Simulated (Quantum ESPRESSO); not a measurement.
# Magnetic state of CrO2 from several starts, part 2 of 2

Does CrO2 prefer parallel or opposed moments, or none?

Quantum ESPRESSO 7.5; PBEsol; plane waves with GBRV 1.5 PBEsol potentials, no spin-orbit coupling.

So far, absolute magnetization (μB): step 2 (start 1: ferro ++) 4.65.

### Step 3. Run 2, typed as antiferro +−

Input file pw.in:

```
&CONTROL
  calculation = 'scf'
  prefix = 'pwscf'
  outdir = './tmp'
  pseudo_dir = './pseudo'
  disk_io = 'nowf'
/
&SYSTEM
  ibrav = 0
  nat = 6
  ntyp = 3
  ecutwfc = 40
  ecutrho = 280
  nbnd = 36
  occupations = 'smearing'
  smearing = 'fd'
  degauss = 0.00367493
  nspin = 2
  starting_magnetization(1) = 0.2143
  starting_magnetization(2) = -0.2143
  starting_magnetization(3) = 0
/
&ELECTRONS
  conv_thr = 1.2d-08
  electron_maxstep = 150
  mixing_beta = 0.3
/
ATOMIC_SPECIES
Cr1    51.9961 cr_pbesol_v1.5.uspp.F.UPF
Cr2    51.9961 cr_pbesol_v1.5.uspp.F.UPF
O      15.9990 o_pbesol_v1.2.uspp.F.UPF
CELL_PARAMETERS angstrom
   4.4210000000    0.0000000000    0.0000000000
   0.0000000000    4.4210000000    0.0000000000
   0.0000000000    0.0000000000    2.9170000000
ATOMIC_POSITIONS crystal
Cr1     0.0000000000    0.0000000000    0.0000000000
Cr2     0.5000000000    0.5000000000    0.5000000000
O       0.3010000000    0.3010000000    0.0000000000
O       0.1990000000    0.8010000000    0.5000000000
O       0.6990000000    0.6990000000    0.0000000000
O       0.8010000000    0.1990000000    0.5000000000
K_POINTS automatic
6 6 6 0 0 0
```

On the command line:

```sh
> OMP_NUM_THREADS=1 mpirun -n 4 pw.x -nk 4 -in pw.in > pw.out
```

What it wrote:

```text
[banner, memory and clock lines left out]
Program PWSCF v.7.5 starts

     Message from routine setup:
     using ibrav=0 with symmetry is DISCOURAGED, use correct ibrav instead

     bravais-lattice index     =            0
     lattice parameter (alat)  =       8.3545  a.u.
     unit-cell volume          =     384.7460 (a.u.)^3
     number of atoms/cell      =            6
     number of atomic types    =            3
     number of electrons       =        52.00
     number of Kohn-Sham states=           36
     kinetic-energy cutoff     =      40.0000  Ry
     charge density cutoff     =     280.0000  Ry
     scf convergence threshold =      1.2E-08
     mixing beta               =       0.3000
     number of iterations used =            8  plain     mixing
     Exchange-correlation= SLA  PW   PSX  PSC
                           (   1   4  10   8   0   0   0)

     celldm(1)=   8.354479  celldm(2)=   0.000000  celldm(3)=   0.000000
     celldm(4)=   0.000000  celldm(5)=   0.000000  celldm(6)=   0.000000

     crystal axes: (cart. coord. in units of alat)
               a(1) = (   1.000000   0.000000   0.000000 )
               a(2) = (   0.000000   1.000000   0.000000 )
               a(3) = (   0.000000   0.000000   0.659805 )

     reciprocal axes: (cart. coord. in units 2 pi/alat)
               b(1) = (  1.000000  0.000000  0.000000 )
               b(2) = (  0.000000  1.000000  0.000000 )
               b(3) = (  0.000000  0.000000  1.515598 )

     PseudoPot. # 1 for Cr read from file:
     cr_pbesol_v1.5.uspp.F.UPF
     Pseudo is Ultrasoft + core correction, Zval = 14.0

     PseudoPot. # 2 for Cr read from file:
     cr_pbesol_v1.5.uspp.F.UPF
     Pseudo is Ultrasoft + core correction, Zval = 14.0

     PseudoPot. # 3 for O  read from file:
     o_pbesol_v1.2.uspp.F.UPF
     Pseudo is Ultrasoft + core correction, Zval =  6.0

     atomic species   valence    mass     pseudopotential
     Cr1              14.00    51.99610     Cr( 1.00)
     Cr2              14.00    51.99610     Cr( 1.00)
     O                 6.00    15.99900     O ( 1.00)

     Starting magnetic structure
     atomic species   magnetization
     Cr1             0.214
     Cr2            -0.214
     O               0.000

      8 Sym. Ops., with inversion, found

   Cartesian axes

     site n.     atom                  positions (alat units)
         1        Cr1    tau(   1) = (   0.0000000   0.0000000   0.0000000  )
         2        Cr2    tau(   2) = (   0.5000000   0.5000000   0.3299027  )
         3        O      tau(   3) = (   0.3010000   0.3010000   0.0000000  )
         4        O      tau(   4) = (   0.1990000   0.8010000   0.3299027  )
         5        O      tau(   5) = (   0.6990000   0.6990000   0.0000000  )
         6        O      tau(   6) = (   0.8010000   0.1990000   0.3299027  )

     number of k points=    52  Fermi-Dirac smearing, width (Ry)=  0.0037
                       cart. coord. in units 2pi/alat
        k(    1) = (   0.0000000   0.0000000   0.0000000), wk =   0.0046296
        k(    2) = (   0.0000000   0.0000000   0.2525997), wk =   0.0092593
        k(    3) = (   0.0000000   0.0000000   0.5051994), wk =   0.0092593
        k(    4) = (   0.0000000   0.0000000  -0.7577991), wk =   0.0046296
        k(    5) = (   0.0000000   0.1666667   0.0000000), wk =   0.0185185
        [... 47 further k-points ...]

     Dense  grid:    30497 G-vectors     FFT dimensions: (  45,  45,  30)

     Smooth grid:    13155 G-vectors     FFT dimensions: (  36,  36,  24)

     Check: negative core charge=   -0.000008
     Generating pointlists ...
     new r_m :   0.1756 (alat units)  1.4670 (a.u.) for type    1
     new r_m :   0.1756 (alat units)  1.4670 (a.u.) for type    2
     new r_m :   0.1756 (alat units)  1.4670 (a.u.) for type    3

     Initial potential from superposition of free atoms

     starting charge      50.0000, renormalised to      52.0000

     negative rho (up, down):  1.156E-03 7.444E-04
     Starting wfcs are   36 randomized atomic wfcs

     Self-consistent Calculation

     iteration #  1     ecut=    40.00 Ry     beta= 0.30
     Davidson diagonalization with overlap
     ethr =  1.00E-02,  avg # of iterations =  5.2

     negative rho (up, down):  1.759E-03 1.224E-03

     total energy              =    -479.13544765 Ry
     estimated scf accuracy    <       3.39341469 Ry

     total magnetization       =    -0.00 Bohr mag/cell
     absolute magnetization    =     3.76 Bohr mag/cell

     iteration #  2     ecut=    40.00 Ry     beta= 0.30
     Davidson diagonalization with overlap
     ethr =  6.53E-03,  avg # of iterations =  2.0

     negative rho (up, down):  1.650E-03 1.302E-03

     total energy              =    -479.60454781 Ry
     estimated scf accuracy    <       1.75297558 Ry

     total magnetization       =     0.00 Bohr mag/cell
     absolute magnetization    =     4.43 Bohr mag/cell

     [... further iterations left out ...]

     iteration # 14     ecut=    40.00 Ry     beta= 0.30
     Davidson diagonalization with overlap
     ethr =  2.74E-10,  avg # of iterations =  2.0

     negative rho (up, down):  3.071E-03 1.970E-03

     total energy              =    -479.94741799 Ry
     estimated scf accuracy    <       0.00000005 Ry

     total magnetization       =     0.00 Bohr mag/cell
     absolute magnetization    =     3.83 Bohr mag/cell

     iteration # 15     ecut=    40.00 Ry     beta= 0.30
     Davidson diagonalization with overlap
     ethr =  9.13E-11,  avg # of iterations =  2.0

     negative rho (up, down):  3.071E-03 1.970E-03

     Magnetic moment per site  (integrated on atomic sphere of radius R)
     atom   1 (R=0.176)  charge= 10.5354  magn=  1.4803
     atom   2 (R=0.176)  charge= 10.5376  magn= -1.4808
     atom   3 (R=0.176)  charge=  5.1979  magn=  0.0188
     atom   4 (R=0.176)  charge=  5.1965  magn= -0.0188
     atom   5 (R=0.176)  charge=  5.1979  magn=  0.0188
     atom   6 (R=0.176)  charge=  5.1965  magn= -0.0188

     End of self-consistent calculation

     Number of k-points >= 100: set verbosity='high' to print the bands.

     the Fermi energy is    10.5640 ev

!    total energy              =    -479.94741807 Ry
     estimated scf accuracy    <          3.9E-09 Ry
     smearing contrib. (-TS)   =      -0.00242710 Ry
     internal energy E=F+TS    =    -479.94499096 Ry

     The total energy is F=E-TS. E is the sum of the following terms:
     one-electron contribution =    -202.54822180 Ry
     hartree contribution      =     127.22862498 Ry
     xc contribution           =     -72.98904078 Ry
     ewald contribution        =    -331.63635336 Ry

     total magnetization       =     0.00 Bohr mag/cell
     absolute magnetization    =     3.83 Bohr mag/cell

     convergence has been achieved in  15 iterations
```

Elapsed: 31 s, on 4 MPI ranks of Arm Neoverse V2, shared host; peak memory 0.51 GiB; 2.1 min of CPU time.

Spin moment in the atom's sphere by atom:

| atom | spin moment in the atom's sphere (μB) |
| --- | --- |
| Cr1 | 1.48 |
| Cr2 | -1.48 |
| O3 | 0.02 |
| O4 | -0.02 |
| O5 | 0.02 |
| O6 | -0.02 |

This step gave:

```
smearing term TS       : 0.03302 eV
magnetization          : 0 μB
absolute magnetization : 3.825 μB
final state            : antiferromagnetic
```

### Step 4. Run 3 (no spin polarisation)

pw.in, as its differences from that of step 3:

```diff
@@ -10,3 +10,3 @@
   nat = 6
-  ntyp = 3
+  ntyp = 2
   ecutwfc = 40
@@ -17,6 +17,2 @@
   degauss = 0.00367493
-  nspin = 2
-  starting_magnetization(1) = 0.2143
-  starting_magnetization(2) = -0.2143
-  starting_magnetization(3) = 0
 /
@@ -28,4 +24,3 @@
 ATOMIC_SPECIES
-Cr1    51.9961 cr_pbesol_v1.5.uspp.F.UPF
-Cr2    51.9961 cr_pbesol_v1.5.uspp.F.UPF
+Cr     51.9961 cr_pbesol_v1.5.uspp.F.UPF
 O      15.9990 o_pbesol_v1.2.uspp.F.UPF
@@ -36,4 +31,4 @@
 ATOMIC_POSITIONS crystal
-Cr1     0.0000000000    0.0000000000    0.0000000000
-Cr2     0.5000000000    0.5000000000    0.5000000000
+Cr      0.0000000000    0.0000000000    0.0000000000
+Cr      0.5000000000    0.5000000000    0.5000000000
 O       0.3010000000    0.3010000000    0.0000000000
```

What it wrote:

```text
     [... lines left out ...]
Program PWSCF v.7.5 starts
     [... lines left out ...]
     number of atoms/cell      =            6
     [... lines left out ...]
     number of electrons       =        52.00
     number of Kohn-Sham states=           36
     kinetic-energy cutoff     =      40.0000  Ry
     charge density cutoff     =     280.0000  Ry
     scf convergence threshold =      1.2E-08
     [... lines left out ...]
     16 Sym. Ops., with inversion, found ( 8 have fractional translation)
     [... lines left out ...]
     number of k points=    40  Fermi-Dirac smearing, width (Ry)=  0.0037
     [... lines left out ...]
     iteration # 12     ecut=    40.00 Ry     beta= 0.30
     [... lines left out ...]
     the Fermi energy is    10.9435 ev
!    total energy              =    -479.89133740 Ry
     estimated scf accuracy    <          3.5E-09 Ry
     smearing contrib. (-TS)   =      -0.00522358 Ry
     [... lines left out ...]
     convergence has been achieved in  12 iterations
```

It took 10 s on 4 MPI ranks; peak memory 0.42 GiB; 41 s of CPU time.

This step gave:

* smearing term TS: 0.07107 eV
* final state: non-magnetic (no spin polarisation)

### Step 5. The states side by side

An order is kept where moments of 0.15 μB or more survive with the typed signs; meshes match where a doubled cell samples the same k points as the first cell.

Orders:

| start | final state | typed order kept | energy over the lowest (meV a seeded atom) | largest site moment (μB) | net moment (μB a cell of the first run) | mesh matched | CPU time (s) |
| --- | --- | --- | --- | --- | --- | --- | --- |
| ferro ++ | ferromagnetic | yes | 0 | 1.728 | 4 | yes | 94.08 |
| antiferro +- | antiferromagnetic | yes | 168.6 | 1.481 | 0 | yes | 125.4 |
| no spin polarisation | non-magnetic | - | 550.1 | 0 | 0 | yes | 40.97 |

### Step 6. Results

* lowest state found: ferromagnetic (from ferro ++)
* largest site moment: 1.73 μB
* next state with moments: antiferromagnetic, 169 meV a seeded atom higher
* state without moments: 550 meV a seeded atom higher

Only these 3 starts were compared; other wavevectors, canted and longer-period orders were not. No Hubbard term acts here. In such compounds local and semilocal functionals without one often delocalise the d electrons, and can shrink or lose moments and miss the size, sign and order of the couplings.

[Logs and program files are shortened in this print: banners, set-up blocks, solver, clock and traceback lines can be left out without a mark of their own.]

[Logs are printed without paths, hosts, clocks, repeated set-up lines and the standing remarks that a program may print on its own settings, such as how far it seeks lower states.]

[Hosts, paths, dates, database ids (printed as entryN), source tags and the programs' standing remarks are cut or masked in the printed files.]

[Where a cell is said to come from a database of computed structures, the database is the Materials Project.]
